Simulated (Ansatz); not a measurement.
# Starting-point dependence of the GW gap of LiNbO3 (R3c), part 2 of 2

How much of the starting functional survives in the G0W0 gap of LiNbO3 (R3c)?

Ansatz 0.2.0; G0W0 on several functionals, plane waves, PAW. Known limits of the many-body steps: not at the basis limit; no spin-orbit coupling.

So far. Step 3 (G0W0 on PBE): Against the run with 4×4×4 mesh, 241 empty bands, screening to 100 eV, PAW set soft_1 files on LDA, the gap moves by −0.06 eV, while the start moved by +0.06 eV. Step 4 (G0W0 on r2SCAN): Against the run with 4×4×4 mesh, 241 empty bands, screening to 100 eV, PAW set soft_1 files on PBE, the gap moves by +0.09 eV, while the start moved by +0.42 eV.

In doubt: masses and optical values from hybrid runs of this build are listed as unsure (steps 5, 6, 7), which bears on the screening that GW takes from such a start.

## (5) G0W0 on HSE06

This step: G0W0 on HSE06, plane waves, PAW; PAW set soft_1.

The input, input.yaml:

```yaml
crystal:
  lattice:
    - [2.5758, 1.4871388234, 4.623]
    - [-2.5758, 1.4871388234, 4.623]
    - [0.0, -2.9742776468, 4.623]
  atoms:
    - { symbol: Li, position: [0.2815, 0.2815, 0.2815] }
    - { symbol: Li, position: [0.7815, 0.7815, 0.7815] }
    - { symbol: Nb, position: [5.5e-05, 5.5e-05, 5.5e-05] }
    - { symbol: Nb, position: [0.500055, 0.500055, 0.500055] }
    - { symbol: O, position: [0.11231, 0.35836, 0.71959] }
    - { symbol: O, position: [0.71959, 0.11231, 0.35836] }
    - { symbol: O, position: [0.35836, 0.71959, 0.11231] }
    - { symbol: O, position: [0.21959, 0.85836, 0.61231] }
    - { symbol: O, position: [0.85836, 0.61231, 0.21959] }
    - { symbol: O, position: [0.61231, 0.21959, 0.85836] }
kpoints:
  mp_grid: { grid: [4, 4, 4] }
hamiltonian:
  xc: hse06
  pseudopotentials: { kind: paw, azcp: { folder: soft_1 } }
scf:
  occupations: { method: fixed }
gw:
  n_empty_bands: 241
  ecut_chi: 100
  qp_bands: [v3, c3]
  qp_kpoints: band_edges
  screening: { model: contour_deformation }
```

Run with:

```bash
ansatz run input.yaml --threads 3 --pin off --max-ram 92160MiB --backend cuda --events-out ev --progress --plain --runs-dir out --devices 1 --max-vram 13GiB
```

Numbers of over 12 decimals in the logs are rounded to 6 here.

Log:

```text
GPUs: using 1 of 1 available (devices: 1).
[...]
davidson cushion auto → on  (no smearing: the cushion is to keep the highest requested band from converging to the state above it; pin scf.eigensolver.cushion to override)
[...]
GPU FFT provider: cuFFT
GPU libraries: cuBLAS 13.8.2, cuFFT 12.4.0, cuSOLVER 12.3.4
Crystal: 10 atoms, lattice volume = 106.252 Å³
Basis set: ecut = 420 eV, 2091 PW (Γ)
[...]
1    32      5.6846   -25.7470     4.2992   -21.6982  0.7742     5.9343     5.9350  root
     1    33      5.9099   -25.5134     4.3099   -21.4525  0.7727     6.1582     6.1589  root
[...]
12    34      5.7785   -25.6108     4.3257   -21.5343  0.7726     6.0270     6.0277  root
    12    35     12.3613   -13.3914    -4.8744   -19.0790  0.7976    13.1819    13.1746  root
    12    36     12.3613   -13.3914    -4.8744   -19.0790  0.7976    13.1819    13.1746  root
    12    37     12.5671   -14.2553    -4.8122   -19.9767  0.7930    13.4857    13.4762  root
[key lines of the parts left out:]
Free energy (F): -12932.672287 eV
Fermi energy:    6.124816 eV
```

Run time: 49 s. Hardware: 1 × NVIDIA H100 80GB HBM3 (shared by 6 runs) with 3 threads of AMD EPYC 7R13 (Zen 3), shared host; peak memory 1.8 GiB; 73 s of CPU time.

This step gave:

```
bands summed                                 : 275
RPA ε∞ on this mesh (eigenvalues)            : 3.898, 4.074, 4.074
plane waves in the screening matrix          : 247
G0W0 gap on the mesh                         : 5.608 eV
k of the valence top                         : 0, 0, 0
k of the conduction bottom                   : 0, 0.25, -0.5
starting gap on the mesh                     : 5.067 eV
least direct G0W0 gap on the computed points : 5.614 eV
```

Against the run with 4×4×4 mesh, 241 empty bands, screening to 100 eV, PAW set soft_1 files on r2SCAN, the gap moves by +0.38 eV, while the start moved by +1.03 eV.

## (6) G0W0 on PBE0

This step: G0W0 on PBE0, plane waves, PAW; PAW set soft_1.

input.yaml, as its differences from that of step 5:

```diff
@@ -19,3 +19,3 @@
 hamiltonian:
-  xc: hse06
+  xc: pbe0
   pseudopotentials: { kind: paw, azcp: { folder: soft_1 } }
```

Log:

```text
GPUs: using 1 of 1 available (devices: 1).
[...]
GPU FFT provider: cuFFT
GPU libraries: cuBLAS 13.8.2, cuFFT 12.4.0, cuSOLVER 12.3.4
Crystal: 10 atoms, lattice volume = 106.252 Å³
Basis set: ecut = 420 eV, 2091 PW (Γ)
Bands: 44, of which v1, the nominal top of the filled ones, is band 34 counted from 1 (33 counted from 0)
Symmetry: 6 space group operations
[...]
k-points: 13 of 64 (time reversal used)
[...]
1    32      5.2891   -25.7561     4.1554   -22.1109  0.7873     5.7970     5.7994  root
     1    33      5.5127   -25.5178     4.1702   -21.8587  0.7858     6.0214     6.0239  root
[...]
12    34      5.3843   -25.6153     4.1853   -21.9371  0.7858     5.8889     5.8914  root
    12    35     12.7410   -13.3653    -4.7295   -18.6545  0.8100    13.3036    13.3008  root
    12    36     12.7410   -13.3653    -4.7295   -18.6545  0.8100    13.3036    13.3008  root
    12    37     12.9536   -14.2383    -4.6658   -19.5578  0.8058    13.6113    13.6073  root
[key lines of the parts left out:]
Free energy (F): -12932.602903 eV
Fermi energy:    5.732768 eV
```

Run time: 55 s. Hardware: 1 × NVIDIA H100 80GB HBM3 (shared by 6 runs) with 3 threads; peak memory 1.8 GiB.

Numbers from this step:

| Property | Result |
| --- | --- |
| bands summed | 275 |
| RPA ε∞ on this mesh (eigenvalues) | 3.669, 3.833, 3.833 |
| plane waves in the screening matrix | 247 |
| G0W0 gap on the mesh | 5.847 eV |
| k of the valence top | 0, 0, 0 |
| k of the conduction bottom | 0, 0.25, -0.5 |
| starting gap on the mesh | 5.826 eV |
| least direct G0W0 gap on the computed points | 5.853 eV |

Against the run with 4×4×4 mesh, 241 empty bands, screening to 100 eV, PAW set soft_1 files on HSE06, the gap moves by +0.24 eV, while the start moved by +0.76 eV.

## (7) G0W0 on Hartree-Fock

This step: G0W0 on Hartree-Fock, plane waves, PAW; PAW set soft_1.

input.yaml, as its differences from that of step 6:

```diff
@@ -19,3 +19,3 @@
 hamiltonian:
-  xc: pbe0
+  xc: hf
   pseudopotentials: { kind: paw, azcp: { folder: soft_1 } }
```

Log:

```text
GPUs: using 1 of 1 available (devices: 1).
[...]
GPU FFT provider: cuFFT
GPU libraries: cuBLAS 13.8.2, cuFFT 12.4.0, cuSOLVER 12.3.4
Crystal: 10 atoms, lattice volume = 106.252 Å³
Basis set: ecut = 420 eV, 2091 PW (Γ)
Bands: 44, of which v1, the nominal top of the filled ones, is band 34 counted from 1 (33 counted from 0)
Symmetry: 6 space group operations
[...]
k-points: 13 of 64 (time reversal used)
[...]
1    32      1.7483   -26.0451     3.1070   -26.0341  0.8778     4.8177     4.8443  root
     1    33      2.0077   -25.7868     3.1281   -25.7778  0.8769     5.0994     5.1268  root
[...]
12    34      1.8282   -25.8670     3.1350   -25.8565  0.8769     4.9251     4.9526  root
    12    35     17.2594   -11.9937    -3.5573   -12.0007  0.8923    13.7407    13.7091  root
    12    36     17.2594   -11.9937    -3.5573   -12.0007  0.8923    13.7407    13.7091  root
    12    37     17.5155   -12.8584    -3.5249   -12.8642  0.8899    14.0277    13.9963  root
[key lines of the parts left out:]
Free energy (F): -12781.542308 eV
Fermi energy:    2.252807 eV
```

The job ended after 62 s (1 × NVIDIA H100 80GB HBM3 (shared by 6 runs) with 3 threads; peak memory 1.9 GiB).

This step gave:

```yaml
bands_summed: 275
rpa_eps_infinity_on_this_mesh_eigenvalues: 2.231, 2.301, 2.301
plane_waves_in_the_screening_matrix: 247
g0w0_gap_on_the_mesh: 7.032 eV
k_of_the_valence_top: 0, 0, 0
k_of_the_conduction_bottom: 0, 0, 0
starting_gap_on_the_mesh: 13.62 eV
least_direct_g0w0_gap_on_the_computed_points: 7.032 eV
```

Against the run with 4×4×4 mesh, 241 empty bands, screening to 100 eV, PAW set soft_1 files on PBE0, the gap moves by +1.18 eV, while the start moved by +7.79 eV.

## (8) The starts together

All on the 4×4×4 mesh with 241 empty bands and screening to 100 eV. Times are wall times on 1 × NVIDIA H100 80GB HBM3 (shared by 6 runs) with 3 threads of AMD EPYC 7R13 (Zen 3), shared host, good to a factor of about two.

| start | starting gap (eV) | shift (eV) | G0W0 gap (eV) | RPA ε∞ (harmonic mean) | Z (valence, conduction) | time |
| --- | --- | --- | --- | --- | --- | --- |
| LDA | 3.56 | +1.64 | 5.20 | 5.23 | 0.73, 0.78 | 14 s |
| PBE | 3.62 | +1.51 | 5.13 | 5.10 | 0.74, 0.78 | 22 s |
| r2SCAN | 4.04 | +1.19 | 5.22 | 4.61 | 0.75, 0.79 | 19 s |
| HSE06 | 5.07 | +0.54 | 5.61 | 4.01 | 0.77, 0.81 | 49 s |
| PBE0 | 5.83 | +0.02 | 5.85 | 3.78 | 0.79, 0.82 | 55 s |
| Hartree-Fock | 13.62 | −6.59 | 7.03 | 2.28 | 0.88, 0.90 | 62 s |

How the two edges are built up, in eV (the quasiparticle level is the starting level plus Σx plus Σc less Vxc):

| run | edge | start | Σx | Σc | Vxc | Z | QP |
| --- | --- | --- | --- | --- | --- | --- | --- |
| LDA | valence top | 6.86 | -25.69 | 4.65 | -20.80 | 0.73 | 6.62 |
| LDA | conduction bottom | 10.42 | -13.64 | -4.87 | -19.90 | 0.78 | 11.81 |
| PBE | valence top | 7.23 | -25.79 | 4.73 | -20.68 | 0.74 | 6.85 |
| PBE | conduction bottom | 10.85 | -13.72 | -4.80 | -19.66 | 0.78 | 11.99 |
| r2SCAN | valence top | 6.84 | -25.82 | 4.58 | -21.14 | 0.75 | 6.74 |
| r2SCAN | conduction bottom | 10.87 | -13.65 | -4.77 | -19.51 | 0.79 | 11.96 |
| HSE06 | valence top | 6.12 | -25.83 | 4.31 | -21.80 | 0.77 | 6.41 |
| HSE06 | conduction bottom | 11.19 | -13.21 | -4.60 | -18.64 | 0.81 | 12.01 |

For a hybrid start, Vxc holds its share of exact exchange.

## (9) What came out

```yaml
g0w0_lda: 5.20 eV (start 3.56 eV)
g0w0_pbe: 5.13 eV (start 3.62 eV)
g0w0_r2scan: 5.22 eV (start 4.04 eV)
g0w0_hse06: 5.61 eV (start 5.07 eV)
g0w0_pbe0: 5.85 eV (start 5.83 eV)
g0w0_hartree_fock: 7.03 eV (start 13.62 eV)
known_limits: not at the basis limit; no spin-orbit coupling
```

**Reading.** The starting gaps span 10.06 eV and the G0W0 gaps 1.90 eV. Between LDA and Hartree-Fock, 1.84 eV of the 10.06 eV survives, 18 %. The order is not kept throughout: PBE starts 0.06 eV above LDA and ends 0.06 eV below it, so orbitals matter beside the gap. Hartree-Fock screens less than LDA (ε∞ 2.28 against 5.23). Of the 1.84 eV by which its G0W0 gap is higher, the correlation part gives +2.90 eV, and exchange with the one-particle terms, which follow the orbitals, −1.06 eV. On Hartree-Fock the correction is negative: that start lies above its own G0W0 value. The smallest correction, +0.02 eV, is on PBE0, the start nearest to reproducing itself. Bands and cutoff are finite, so the gap is not at the basis limit. The miss can reach some tenths of an eV and take either sign; the mesh is an error of its own. The many-body steps are scalar-relativistic: spin-orbit coupling is not in them.

[Paths, hosts, dates, memory and timing lines, banners, echoed tables and standing remarks are left out of the program output.]

[Logs are printed without paths, hosts, clocks, repeated set-up lines and the standing remarks that a program may print on its own settings, such as how far it seeks lower states.]

[Runs of the session that timed out or met a known fault of the program may be left out.]

[Cells called generated may have been cut or substituted from an entry of the Crystallography Open Database or the Materials Project.]

[Hosts, paths, dates, database ids (printed as entryN), source tags and the programs' standing remarks are cut or masked in the printed files.]
